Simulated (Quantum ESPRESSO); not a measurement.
# MnSe: spin spirals in supercells

Aim: the energy of flat spin spirals of MnSe that close within a few cells.

Method: LDA; plane waves with GBRV 1.5 LDA potentials, no spin-orbit coupling, flat spiral in a supercell, in Quantum ESPRESSO 7.5.

The database entry behind the starting cell differs from later determinations by our own check (about 0.4 % short), so it need not match the best structure at ambient conditions.

## Step 1: The structure

It takes space group Fm-3m (No. 225, cubic). Conventional cell: a = 5.440 Å, b = 5.440 Å, c = 5.440 Å, α = 90.00°, β = 90.00°, γ = 90.00°. Nearest to Mn lie 6 Se at 2.72 Å. Nearest to Se lie 6 Mn at 2.72 Å. Farther neighbours and most contacts between anions are not listed.

Structure file:

```cif
data_structure
_symmetry_space_group_name_H-M 'Fm-3m'
_symmetry_Int_Tables_number 225
_cell_length_a 5.4400
_cell_length_b 5.4400
_cell_length_c 5.4400
_cell_angle_alpha 90.000
_cell_angle_beta 90.000
_cell_angle_gamma 90.000
_cell_volume 160.99
loop_
_atom_site_label
_atom_site_type_symbol
_atom_site_symmetry_multiplicity
_atom_site_Wyckoff_symbol
_atom_site_fract_x
_atom_site_fract_y
_atom_site_fract_z
_atom_site_occupancy
Mn1 Mn 4 a 0.00000 0.00000 0.00000 1
Se1 Se 4 b 0.50000 0.00000 0.00000 1
```

The cell comes from the Crystallography Open Database.

## Step 2: Parallel moments, one cell

File pw.in:

```
&CONTROL
  calculation = 'scf'
  prefix = 'pwscf'
  outdir = './tmp'
  pseudo_dir = './pseudo'
  disk_io = 'nowf'
/
&SYSTEM
  ibrav = 0
  celldm(1) = 8
  nat = 2
  ntyp = 2
  ecutwfc = 34
  ecutrho = 238
  nbnd = 34
  occupations = 'smearing'
  smearing = 'fd'
  degauss = 0.00367493
  noncolin = .true.
  starting_magnetization(1) = 0.3
  angle1(1) = 90
  angle2(1) = 0
  starting_magnetization(2) = 0
/
&ELECTRONS
  conv_thr = 4d-09
  electron_maxstep = 150
  mixing_beta = 0.3
/
ATOMIC_SPECIES
Mn     54.9380 mn_lda_v1.5.uspp.F.UPF
Se     78.9710 se_lda_v1.uspp.F.UPF
CELL_PARAMETERS alat
   0.0000000000000    0.6425068823728    0.6425068823728
   0.6425068823728    0.0000000000000    0.6425068823728
   0.6425068823728    0.6425068823728    0.0000000000000
ATOMIC_POSITIONS crystal
Mn      0.0000000000    0.0000000000    0.0000000000
Se      0.5000000000    0.5000000000    0.5000000000
K_POINTS automatic
12 6 6 0 0 0
```

Launch:

```sh
OMP_NUM_THREADS=1 mpirun -n 2 pw.x -nk 2 -in pw.in > pw.out
```

What it wrote:

```text
Program PWSCF v.7.5 starts

     Message from routine setup:
     using ibrav=0 with symmetry is DISCOURAGED, use correct ibrav instead

     K-points division:     npool     =       2
     Subspace diagonalization in iterative solution of the eigenvalue problem:

     G-vector sticks info
     --------------------
     sticks:   dense  smooth     PW     G-vecs:    dense   smooth      PW
     Sum         859     499    163                16865     7391    1363

     Using Slab Decomposition

     bravais-lattice index     =            0
     lattice parameter (alat)  =       8.0000  a.u.
     unit-cell volume          =     271.6022 (a.u.)^3
     number of atoms/cell      =            2
     number of atomic types    =            2
     number of electrons       =        21.00
     number of Kohn-Sham states=           34
     kinetic-energy cutoff     =      34.0000  Ry
     charge density cutoff     =     238.0000  Ry
     scf convergence threshold =      4.0E-09
     mixing beta               =       0.3000
     number of iterations used =            8  plain     mixing
     Exchange-correlation= SLA  PZ   NOGX NOGC
                           (   1   1   0   0   0   0   0)
     Noncollinear calculation without spin-orbit

     celldm(1)=   8.000000  celldm(2)=   0.000000  celldm(3)=   0.000000
     celldm(4)=   0.000000  celldm(5)=   0.000000  celldm(6)=   0.000000

     crystal axes: (cart. coord. in units of alat)
               a(1) = (   0.000000   0.642507   0.642507 )
               a(2) = (   0.642507   0.000000   0.642507 )
               a(3) = (   0.642507   0.642507   0.000000 )

     reciprocal axes: (cart. coord. in units 2 pi/alat)
               b(1) = ( -0.778202  0.778202  0.778202 )
               b(2) = (  0.778202 -0.778202  0.778202 )
               b(3) = (  0.778202  0.778202 -0.778202 )

     PseudoPot. # 1 for Mn read from file:
     mn_lda_v1.5.uspp.F.UPF
     Pseudo is Ultrasoft + core correction, Zval = 15.0
     Generated by new atomic code, or converted to UPF format
     Using radial grid of  859 points,  6 beta functions with:
                l(1) =   0
                l(2) =   0
                l(3) =   1
                l(4) =   1
                l(5) =   2
                l(6) =   2
     Q(r) pseudized with  8 coefficients,  rinner =    0.950   0.950   0.950
                                                       0.950   0.950

     PseudoPot. # 2 for Se read from file:
     se_lda_v1.uspp.F.UPF
     Pseudo is Ultrasoft + core correction, Zval =  6.0
     Generated by new atomic code, or converted to UPF format
     Using radial grid of  877 points,  6 beta functions with:
                l(1) =   0
                l(2) =   0
                l(3) =   1
                l(4) =   1
                l(5) =   2
                l(6) =   2
     Q(r) pseudized with  8 coefficients,  rinner =    1.300   1.300   1.300
                                                       1.300   1.300

     atomic species   valence    mass     pseudopotential
     Mn               15.00    54.93800     Mn( 1.00)
     Se                6.00    78.97100     Se( 1.00)

     16 Sym. Ops., with inversion, found

   Cartesian axes

     site n.     atom                  positions (alat units)
         1        Mn     tau(   1) = (   0.0000000   0.0000000   0.0000000  )
         2        Se     tau(   2) = (   0.6425069   0.6425069   0.6425069  )

     number of k points=    93  Fermi-Dirac smearing, width (Ry)=  0.0037
                       cart. coord. in units 2pi/alat
        k(    1) = (   0.0000000   0.0000000   0.0000000), wk =   0.0023148
        k(    2) = (   0.1297003   0.1297003  -0.1297003), wk =   0.0185185
        k(    3) = (   0.2594006   0.2594006  -0.2594006), wk =   0.0185185
        k(    4) = (  -0.3891009  -0.3891009   0.3891009), wk =   0.0092593
        k(    5) = (   0.2594006   0.0000000  -0.0000000), wk =   0.0046296
        [... 88 further k-points ...]

     Dense  grid:    16865 G-vectors     FFT dimensions: (  36,  36,  36)

     Smooth grid:     7391 G-vectors     FFT dimensions: (  27,  27,  27)

     Check: negative core charge=   -0.000017
     Generating pointlists ...
     new r_m :   0.2650 (alat units)  2.1203 (a.u.) for type    1
     new r_m :   0.2650 (alat units)  2.1203 (a.u.) for type    2

     Initial potential from superposition of free atoms

     starting charge      20.4999, renormalised to      21.0000

 ==============================================================================
     atom number    1 relative position :    0.0000   0.0000   0.0000
     charge :    13.653551  (integrated on a sphere of radius 0.265)
     magnetization :          4.027643    0.000000    0.000000
     magnetization/charge:    0.294989    0.000000    0.000000
     polar coord.: r, theta, phi [deg] :     4.027643   90.000000    0.000000

 ==============================================================================

 ==============================================================================
     atom number    2 relative position :    0.6425   0.6425   0.6425
     charge :     4.252873  (integrated on a sphere of radius 0.265)
     magnetization :          0.057091    0.000000    0.000000
     magnetization/charge:    0.013424    0.000000    0.000000
     polar coord.: r, theta, phi [deg] :     0.057091   90.000000    0.000000

 ==============================================================================
     Starting wfcs are   34 randomized atomic wfcs

     Self-consistent Calculation

     iteration #  1     ecut=    34.00 Ry     beta= 0.30
     Davidson diagonalization with overlap
     ethr =  1.00E-02,  avg # of iterations =  4.1

     total energy              =    -254.22724780 Ry
     estimated scf accuracy    <       0.61788613 Ry

     total magnetization       =     4.51    -0.00     0.00 Bohr mag/cell
     absolute magnetization    =     4.51 Bohr mag/cell

     iteration #  2     ecut=    34.00 Ry     beta= 0.30
     Davidson diagonalization with overlap
     ethr =  2.94E-03,  avg # of iterations =  2.2

     total energy              =    -254.36469882 Ry
     estimated scf accuracy    <       0.05786094 Ry

     total magnetization       =     4.35    -0.00     0.00 Bohr mag/cell
     absolute magnetization    =     4.35 Bohr mag/cell

     iteration #  3     ecut=    34.00 Ry     beta= 0.30
     Davidson diagonalization with overlap
     ethr =  2.76E-04,  avg # of iterations =  2.2

     total energy              =    -254.37617354 Ry
     estimated scf accuracy    <       0.00734027 Ry

     total magnetization       =     4.54    -0.00     0.00 Bohr mag/cell
     absolute magnetization    =     4.54 Bohr mag/cell

     [... further iterations left out ...]

     iteration #  7     ecut=    34.00 Ry     beta= 0.30
     Davidson diagonalization with overlap
     ethr =  4.57E-08,  avg # of iterations =  2.8

     total energy              =    -254.37758650 Ry
     estimated scf accuracy    <       0.00000048 Ry

     total magnetization       =     4.54     0.00    -0.00 Bohr mag/cell
     absolute magnetization    =     4.54 Bohr mag/cell

     iteration #  8     ecut=    34.00 Ry     beta= 0.30
     Davidson diagonalization with overlap
     ethr =  2.27E-09,  avg # of iterations =  4.7

     total energy              =    -254.37758680 Ry
     estimated scf accuracy    <       0.00000008 Ry

     total magnetization       =     4.54     0.00    -0.00 Bohr mag/cell
     absolute magnetization    =     4.54 Bohr mag/cell

     iteration #  9     ecut=    34.00 Ry     beta= 0.30
     Davidson diagonalization with overlap
     ethr =  3.75E-10,  avg # of iterations =  2.9

     total energy              =    -254.37758682 Ry
     estimated scf accuracy    <          8.1E-09 Ry

     total magnetization       =     4.54     0.00     0.00 Bohr mag/cell
     absolute magnetization    =     4.54 Bohr mag/cell

     iteration # 10     ecut=    34.00 Ry     beta= 0.30
     Davidson diagonalization with overlap
     ethr =  3.85E-11,  avg # of iterations =  3.5

 ==============================================================================
     atom number    1 relative position :    0.0000   0.0000   0.0000
     charge :    13.393547  (integrated on a sphere of radius 0.265)
     magnetization :          4.122453    0.000000    0.000000
     magnetization/charge:    0.307794    0.000000    0.000000
     polar coord.: r, theta, phi [deg] :     4.122453   90.000000    0.000000

 ==============================================================================

 ==============================================================================
     atom number    2 relative position :    0.6425   0.6425   0.6425
     charge :     4.326021  (integrated on a sphere of radius 0.265)
     magnetization :          0.097865   -0.000000    0.000000
     magnetization/charge:    0.022622   -0.000000    0.000000
     polar coord.: r, theta, phi [deg] :     0.097865   90.000000   -0.000000

 ==============================================================================

     End of self-consistent calculation

     [... lines left out ...]
     the Fermi energy is     9.3174 ev

!    total energy              =    -254.37758683 Ry
     estimated scf accuracy    <          1.7E-10 Ry
     smearing contrib. (-TS)   =      -0.00076351 Ry
     internal energy E=F+TS    =    -254.37682332 Ry

     The total energy is F=E-TS. E is the sum of the following terms:
     one-electron contribution =    -140.73010519 Ry
     hartree contribution      =      77.45519907 Ry
     xc contribution           =     -55.61689758 Ry
     ewald contribution        =    -135.48501961 Ry

     total magnetization       =     4.54    -0.00     0.00 Bohr mag/cell
     absolute magnetization    =     4.54 Bohr mag/cell

     convergence has been achieved in  10 iterations

=------------------------------------------------------------------------------=
   JOB DONE.
=------------------------------------------------------------------------------=
```

It took 22 s on 2 MPI ranks of AMD EPYC 9R45, shared host; peak memory 0.29 GiB; 44 s of CPU time.

Spin moment in the atom's sphere by atom:

```csv
atom,x (μB),y (μB),z (μB),size
Mn1,4.12,0.00,0.00,4.12
Se2,0.10,0.00,0.00,0.10
```

This step gave:

```
smearing term TS       : 0.01039 eV
magnetization          : 4.538, 0, 0 μB
absolute magnetization : 4.538 μB
final state            : ferromagnetic
```

## Step 3: One turn in 2 cells along the input cell's a

Neighbouring cells are turned by 180° in the xy plane; the cell holds 4 atoms.

File pw.in:

```
&CONTROL
  calculation = 'scf'
  prefix = 'pwscf'
  outdir = './tmp'
  pseudo_dir = './pseudo'
  disk_io = 'nowf'
/
&SYSTEM
  ibrav = 0
  celldm(1) = 8
  nat = 4
  ntyp = 4
  ecutwfc = 34
  ecutrho = 238
  nbnd = 60
  occupations = 'smearing'
  smearing = 'fd'
  degauss = 0.00367493
  noncolin = .true.
  starting_magnetization(1) = 0.3
  angle1(1) = 90
  angle2(1) = 0
  starting_magnetization(2) = 0.3
  angle1(2) = 90
  angle2(2) = 180
  starting_magnetization(3) = 0
  starting_magnetization(4) = 0
/
&ELECTRONS
  conv_thr = 8d-09
  electron_maxstep = 150
  mixing_beta = 0.3
/
ATOMIC_SPECIES
Mn1    54.9380 mn_lda_v1.5.uspp.F.UPF
Mn2    54.9380 mn_lda_v1.5.uspp.F.UPF
Se1    78.9710 se_lda_v1.uspp.F.UPF
Se2    78.9710 se_lda_v1.uspp.F.UPF
CELL_PARAMETERS alat
   0.0000000000000    1.2850137647455    1.2850137647455
   0.6425068823728    0.0000000000000    0.6425068823728
   0.6425068823728    0.6425068823728    0.0000000000000
ATOMIC_POSITIONS crystal
Mn1     0.0000000000    0.0000000000    0.0000000000
Mn2     0.5000000000    0.0000000000    0.0000000000
Se1     0.2500000000    0.5000000000    0.5000000000
Se2     0.7500000000    0.5000000000    0.5000000000
K_POINTS automatic
6 6 6 0 0 0
```

What it wrote:

```text
     [... lines left out ...]
Program PWSCF v.7.5 starts
     [... lines left out ...]
     number of atoms/cell      =            4
     [... lines left out ...]
     number of electrons       =        42.00
     number of Kohn-Sham states=           60
     kinetic-energy cutoff     =      34.0000  Ry
     charge density cutoff     =     238.0000  Ry
     scf convergence threshold =      8.0E-09
     [... lines left out ...]
     Noncollinear calculation without spin-orbit
     [... lines left out ...]
      2 Sym. Ops. (no inversion) found
     [... lines left out ...]
     number of k points=   114  Fermi-Dirac smearing, width (Ry)=  0.0037
     [... lines left out ...]
     iteration # 12     ecut=    34.00 Ry     beta= 0.30
     [... lines left out ...]
     atom number    1 relative position :    0.0000   0.0000   0.0000
     [... lines left out ...]
     magnetization :          4.131450    0.000019    0.000019
     [... lines left out ...]
     atom number    2 relative position :    0.0000   0.6425   0.6425
     [... lines left out ...]
     magnetization :         -4.131451    0.000030    0.000030
     [... lines left out ...]
     atom number    3 relative position :    0.6425   0.6425   0.6425
     [... lines left out ...]
     magnetization :          0.000000    0.000001    0.000001
     [... lines left out ...]
     atom number    4 relative position :    0.6425   1.2850   1.2850
     [... lines left out ...]
     magnetization :          0.000000    0.000001    0.000001
     [... lines left out ...]
     the Fermi energy is     9.2449 ev
!    total energy              =    -508.76828217 Ry
     estimated scf accuracy    <          5.9E-09 Ry
     smearing contrib. (-TS)   =      -0.00004816 Ry
     [... lines left out ...]
     total magnetization       =    -0.00     0.00     0.00 Bohr mag/cell
     absolute magnetization    =     8.74 Bohr mag/cell
     convergence has been achieved in  12 iterations
```

Elapsed: 2.1 min, on 2 MPI ranks; peak memory 0.71 GiB.

Spin moment in the atom's sphere by atom:

```
atom  x (μB)  y (μB)  z (μB)  size
 Mn1    4.13    0.00    0.00  4.13
 Mn2   -4.13    0.00    0.00  4.13
 Se3    0.00    0.00    0.00  0.00
 Se4    0.00    0.00    0.00  0.00
```

Read from the output:

```yaml
smearing_term_ts: 6.55e-4 eV
magnetization: 0, 0, 0 μB
absolute_magnetization: 8.739 μB
final_state: antiferromagnetic
```

## Step 4: One turn in 3 cells along the input cell's a

Neighbouring cells are turned by 120° in the xy plane; the cell holds 6 atoms.

File pw.in:

```
&CONTROL
  calculation = 'scf'
  prefix = 'pwscf'
  outdir = './tmp'
  pseudo_dir = './pseudo'
  disk_io = 'nowf'
/
&SYSTEM
  ibrav = 0
  celldm(1) = 8
  nat = 6
  ntyp = 6
  ecutwfc = 34
  ecutrho = 238
  nbnd = 84
  occupations = 'smearing'
  smearing = 'fd'
  degauss = 0.00367493
  noncolin = .true.
  starting_magnetization(1) = 0.3
  angle1(1) = 90
  angle2(1) = 0
  starting_magnetization(2) = 0.3
  angle1(2) = 90
  angle2(2) = 120
  starting_magnetization(3) = 0.3
  angle1(3) = 90
  angle2(3) = -120
  starting_magnetization(4) = 0
  starting_magnetization(5) = 0
  starting_magnetization(6) = 0
/
&ELECTRONS
  conv_thr = 1.2d-08
  electron_maxstep = 150
  mixing_beta = 0.3
/
ATOMIC_SPECIES
Mn1    54.9380 mn_lda_v1.5.uspp.F.UPF
Mn2    54.9380 mn_lda_v1.5.uspp.F.UPF
Mn3    54.9380 mn_lda_v1.5.uspp.F.UPF
Se1    78.9710 se_lda_v1.uspp.F.UPF
Se2    78.9710 se_lda_v1.uspp.F.UPF
Se3    78.9710 se_lda_v1.uspp.F.UPF
CELL_PARAMETERS alat
   0.0000000000000    1.9275206471183    1.9275206471183
   0.6425068823728    0.0000000000000    0.6425068823728
   0.6425068823728    0.6425068823728    0.0000000000000
ATOMIC_POSITIONS crystal
Mn1     0.0000000000    0.0000000000    0.0000000000
Mn2     0.3333333333    0.0000000000    0.0000000000
Mn3     0.6666666667    0.0000000000    0.0000000000
Se1     0.1666666667    0.5000000000    0.5000000000
Se2     0.5000000000    0.5000000000    0.5000000000
Se3     0.8333333333    0.5000000000    0.5000000000
K_POINTS automatic
4 6 6 0 0 0
```

What it wrote:

```text
     [... lines left out ...]
Program PWSCF v.7.5 starts
     [... lines left out ...]
     number of atoms/cell      =            6
     [... lines left out ...]
     number of electrons       =        63.00
     number of Kohn-Sham states=           84
     kinetic-energy cutoff     =      34.0000  Ry
     charge density cutoff     =     238.0000  Ry
     scf convergence threshold =      1.2E-08
     [... lines left out ...]
     Noncollinear calculation without spin-orbit
     [... lines left out ...]
     No symmetry found
     [... lines left out ...]
     number of k points=   144  Fermi-Dirac smearing, width (Ry)=  0.0037
     [... lines left out ...]
     iteration # 13     ecut=    34.00 Ry     beta= 0.30
     [... lines left out ...]
     atom number    1 relative position :    0.0000   0.0000   0.0000
     [... lines left out ...]
     magnetization :          4.137399   -0.000019    0.000105
     [... lines left out ...]
     atom number    2 relative position :    0.0000   0.6425   0.6425
     [... lines left out ...]
     magnetization :         -2.068701    3.583085    0.000117
     [... lines left out ...]
     atom number    3 relative position :    0.0000   1.2850   1.2850
     [... lines left out ...]
     magnetization :         -2.068703   -3.583090    0.000118
     [... lines left out ...]
     atom number    4 relative position :    0.6425   0.6425   0.6425
     [... lines left out ...]
     magnetization :          0.025267    0.043765    0.000004
     [... lines left out ...]
     atom number    5 relative position :    0.6425   1.2850   1.2850
     [... lines left out ...]
     magnetization :         -0.050535    0.000001    0.000004
     [... lines left out ...]
     atom number    6 relative position :    0.6425   1.9275   1.9275
     [... lines left out ...]
     magnetization :          0.025267   -0.043765    0.000004
     [... lines left out ...]
     the Fermi energy is     9.1733 ev
!    total energy              =    -763.14891678 Ry
     estimated scf accuracy    <          4.5E-10 Ry
     smearing contrib. (-TS)   =      -0.00072662 Ry
     [... lines left out ...]
     total magnetization       =    -0.00    -0.00     0.00 Bohr mag/cell
     absolute magnetization    =    13.34 Bohr mag/cell
     convergence has been achieved in  13 iterations
```

Elapsed: 6.7 min, on 2 MPI ranks; peak memory 1.4 GiB; 13 min of CPU time.

Spin moment in the atom's sphere by atom:

| atom | x (μB) | y (μB) | z (μB) | size |
| --- | --- | --- | --- | --- |
| Mn1 | 4.14 | 0.00 | 0.00 | 4.14 |
| Mn2 | -2.07 | 3.58 | 0.00 | 4.14 |
| Mn3 | -2.07 | -3.58 | 0.00 | 4.14 |
| Se4 | 0.03 | 0.04 | 0.00 | 0.05 |
| Se5 | -0.05 | 0.00 | 0.00 | 0.05 |
| Se6 | 0.03 | -0.04 | 0.00 | 0.05 |

Numbers from this step:

```yaml
smearing_term_ts: 0.009886 eV
magnetization: 0, 0, 0 μB
absolute_magnetization: 13.34 μB
final_state: non-collinear
```

[end of part 1 of 2]

[Logs and program files are shortened in this print: banners, set-up blocks, solver, clock and traceback lines can be left out without a mark of their own.]

[Logs are printed without paths, hosts, clocks, repeated set-up lines and the standing remarks that a program may print on its own settings, such as how far it seeks lower states.]

[Hosts, paths, dates, database ids (printed as entryN), source tags and the programs' standing remarks are cut or masked in the printed files.]

[Where a cell is said to come from a database of computed structures, the database is the Materials Project.]
